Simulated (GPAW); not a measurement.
# Screening of a field by 1T-SnSe2 monolayer, part 2 of 2

Wanted: the out-of-plane polarisability of 1T-SnSe2 monolayer.

GPAW 26.7.0; GPAW, PAW setups; layer in a repeated cell with vacuum, relaxation of atoms and in-plane cell (the session's first sound run).

So far. Step 8 (Field on): The dipole is now 0.0378 e Å, against 8.1e-5 in the run without a field.

## 9. Field on

Input file run.py:

```python
import json
import numpy as np
from ase import Atoms
from gpaw import GPAW, PW
from gpaw.external import ConstantElectricField

slab = Atoms(
    ['Se', 'Sn', 'Se'],
    positions=[
        [1.93202, 1.11545, 7.00000],
        [-0.00000, -0.00000, 8.59374],
        [-0.00000, 2.23091, 10.18749]],
    cell=[[3.86405, 0.0, 0.0], [-1.93202, 3.34636, 0.0], [0.0, 0.0, 17.1875]],
    pbc=[True, True, False])

slab.calc = GPAW(mode=PW(400), xc='PBE', kpts={'size': (9, 9, 1), 'gamma': True},
                 occupations={'name': 'fermi-dirac', 'width': 0.05}, nbands='200%',
                 convergence={'density': 1e-05}, maxiter=200,
                 poissonsolver={'dipolelayer': 'xy'},
                 external=ConstantElectricField(0.2, [0, 0, 1]),
                 symmetry={'tolerance': 1e-3}, txt='slab.txt')
result = {}
energy = slab.get_potential_energy()
fermi = slab.calc.get_fermi_level()
v = slab.calc.get_electrostatic_potential().mean((0, 1)) - fermi
n = slab.calc.get_pseudo_density().mean((0, 1))
L = slab.cell[2, 2]
z = np.arange(len(v)) * L / len(v)
low, high = slab.positions[:, 2].min(), slab.positions[:, 2].max()
below, above = np.interp([low - 4.8, high + 4.8], z, v)
slopes = [np.interp(x, z, np.gradient(v, z)) for x in (low - 4.8, high + 4.8)]
eps = np.array([[slab.calc.get_eigenvalues(k, s) for k in range(len(slab.calc.get_ibz_k_points()))]
                for s in range(slab.calc.get_number_of_spins())]) - fermi
top, bottom = eps[eps < 0].max(), eps[eps > 0].min()
dipole = slab.get_dipole_moment()[2]
print(f'energy {energy:.4f} eV, Fermi level {fermi:.4f} eV, dipole {dipole:.5f} e A')
print(f'potential 4.8 A off the faces, from the Fermi level: lower {below:.4f} eV, upper {above:.4f} eV')
print(f'slope of the potential there: lower {slopes[0]:.5f}, upper {slopes[1]:.5f} eV/A')
print(f'nearest levels on the mesh: {top:.4f} and {bottom:.4f} eV')
print('magnetic moment', round(slab.get_magnetic_moment(), 3))
result.update(energy=energy, fermi=fermi, dipole=dipole, below=below, above=above, slopes=slopes, edges=[top, bottom],
              z=z.tolist(), v=v.tolist(), n=n.tolist(), positions=slab.positions.tolist(),
              forces=slab.get_forces(apply_constraint=False).tolist(), moments=slab.get_magnetic_moments().tolist())
json.dump(result, open('result.json', 'w'))
```

Launch:

```
$ OMP_NUM_THREADS=1 OPENBLAS_NUM_THREADS=1 python run.py
```

It took 59 s on 1 thread of Arm Neoverse V2, shared host; peak memory 0.27 GiB.

The electrostatic potential energy of an electron (without an applied field's), less the Fermi level, planar mean by z:

z (Å), electrostatic potential energy of an electron (without an applied field's), less the Fermi level, planar mean (eV) and a bar from the least value:
```
      0.0        5.6 #############################
      0.5        6.1 ##############################
      1.0        6.1 ##############################
      1.5        6.1 ##############################
      2.0        6.1 ##############################
      2.5        6.1 ##############################
      3.0        6.1 ##############################
      3.5        6.1 ##############################
      4.0        6.1 ##############################
      4.5        6.1 ##############################
      5.0        6.0 ##############################
      5.5        5.6 #############################
      6.0        4.0 ###########################
      6.5       -2.6 #################
      7.0      -13.3 #
      7.5       -5.4 #############
      8.0       -5.6 ############
      8.5      -13.9 
      9.0       -9.0 #######
      9.5       -4.2 ###############
     10.0      -12.1 ###
     10.5       -8.1 #########
     11.0        1.5 #######################
     11.5        4.3 ###########################
     12.0        4.9 ############################
     12.5        5.1 ############################
     13.0        5.1 ############################
     13.5        5.1 ############################
     14.0        5.1 ############################
     14.5        5.1 ############################
     15.0        5.1 ############################
     15.5        5.1 ############################
     16.0        5.1 ############################
     16.5        5.1 ############################
     17.0        5.3 #############################
```

The dipole is now 0.0756 e Å, against 8.1e-5 in the run without a field.

## 10. Field on

run.py, as its differences from that of step 9:

```diff
@@ -19,3 +19,3 @@
                  poissonsolver={'dipolelayer': 'xy'},
-                 external=ConstantElectricField(0.2, [0, 0, 1]),
+                 external=ConstantElectricField(0.3, [0, 0, 1]),
                  symmetry={'tolerance': 1e-3}, txt='slab.txt')
```

It took 59 s on 1 thread; peak memory 0.27 GiB.

Electrostatic potential energy of an electron (without an applied field's), less the Fermi level, planar mean against z:

```csv
z (Å),"electrostatic potential energy of an electron (without an applied field's), less the Fermi level, planar mean (eV)"
0.0,5.62
0.5,6.41
1.0,6.41
1.5,6.41
2.0,6.41
2.5,6.41
3.0,6.41
3.5,6.41
4.0,6.41
4.5,6.38
5.0,6.29
5.5,5.89
6.0,4.21
6.5,-2.39
7.0,-13.2
7.5,-5.29
8.0,-5.58
8.5,-13.9
9.0,-9.02
9.5,-4.24
10.0,-12.2
10.5,-8.24
11.0,1.32
11.5,4.05
12.0,4.66
12.5,4.79
13.0,4.82
13.5,4.83
14.0,4.83
14.5,4.83
15.0,4.83
15.5,4.83
16.0,4.83
16.5,4.83
17.0,5.20
```

The dipole is now 0.113 e Å, against 8.1e-5 in the run without a field.

## 11. The series

The members are put on one axis.

This step: induced dipole against applied field (GPAW 26.7.0).

The dipole along the normal by field:

```csv
field (V/Å),dipole along the normal (e·Å)
-0.200,-0.0756
-0.100,-0.0378
-0.050,-0.0189
0.000,8.1e-5
0.050,0.0189
0.100,0.0378
0.200,0.0756
0.300,0.113
```

## 12. A changed run

One more run, with changed settings.

This step: GPAW, PAW setups; slab in vacuum (GPAW 26.7.0).

run.py, as its differences from that of step 10:

```diff
@@ -4,3 +4,2 @@
 from gpaw import GPAW, PW
-from gpaw.external import ConstantElectricField
 
@@ -15,7 +14,6 @@
 
-slab.calc = GPAW(mode=PW(400), xc='PBE', kpts={'size': (9, 9, 1), 'gamma': True},
+slab.calc = GPAW(mode=PW(400), xc='pbe96', kpts={'size': (9, 9, 1), 'gamma': True},
                  occupations={'name': 'fermi-dirac', 'width': 0.05}, nbands='200%',
-                 convergence={'density': 1e-05}, maxiter=200,
+                 convergence={'density': 1e-05}, maxiter=75,
                  poissonsolver={'dipolelayer': 'xy'},
-                 external=ConstantElectricField(0.3, [0, 0, 1]),
                  symmetry={'tolerance': 1e-3}, txt='slab.txt')
```

Wall time 0.58 s (1 thread); peak memory 0.1 GiB.

The program refused the input before any cycle.

The program's message: “NameError: Unknown functional: pbe96.”

The change that led to it: xc = "pbe96".

## 13. Outcome

| Item | Value |
| --- | --- |
| work function, both faces (Fermi level placed in the gap by the smearing) | 5.62 eV |
| ionisation energy from the upper face (highest filled level on the mesh) | 6.05 eV |
| electron affinity from the upper face (lowest empty Kohn-Sham level on the mesh) | 5.20 eV |
| dipole along the normal | 8.1e-5 e Å, near the numerical noise |
| induced dipole per field | 0.378 e Å per V/Å |
| out-of-plane polarisability per area, α/(ε0 A) | 5.29 Å |

The field induces 0.378 e Å per V/Å, a polarisable thickness α/(ε0 A) of 5.29 Å beside 3.19 Å between the outermost nuclei. A perfect conductor would give the distance between its two image planes; a dielectric of thickness t gives t(1 - 1/ε). The levels nearest the Fermi level on the mesh lie 0.856 eV apart, so the slab is gapped there: the smearing puts the Fermi level inside the gap, and from either face the ionisation energy is the work function plus 0.44 eV. Both are Kohn-Sham levels on the mesh, and semilocal gaps are too small, so the affinity tends to come out too large and the ionisation energy too small. The induced dipole is linear in the field over this range. The layer's cell and atoms come from the relaxation; spin-orbit coupling and temperature are left out.

[Logs are printed without paths, hosts, clocks, repeated set-up lines and the standing remarks that a program may print on its own settings, such as how far it seeks lower states.]

[Hosts, paths, dates, database ids (printed as entryN), source tags and the programs' standing remarks are cut or masked in the printed files.]
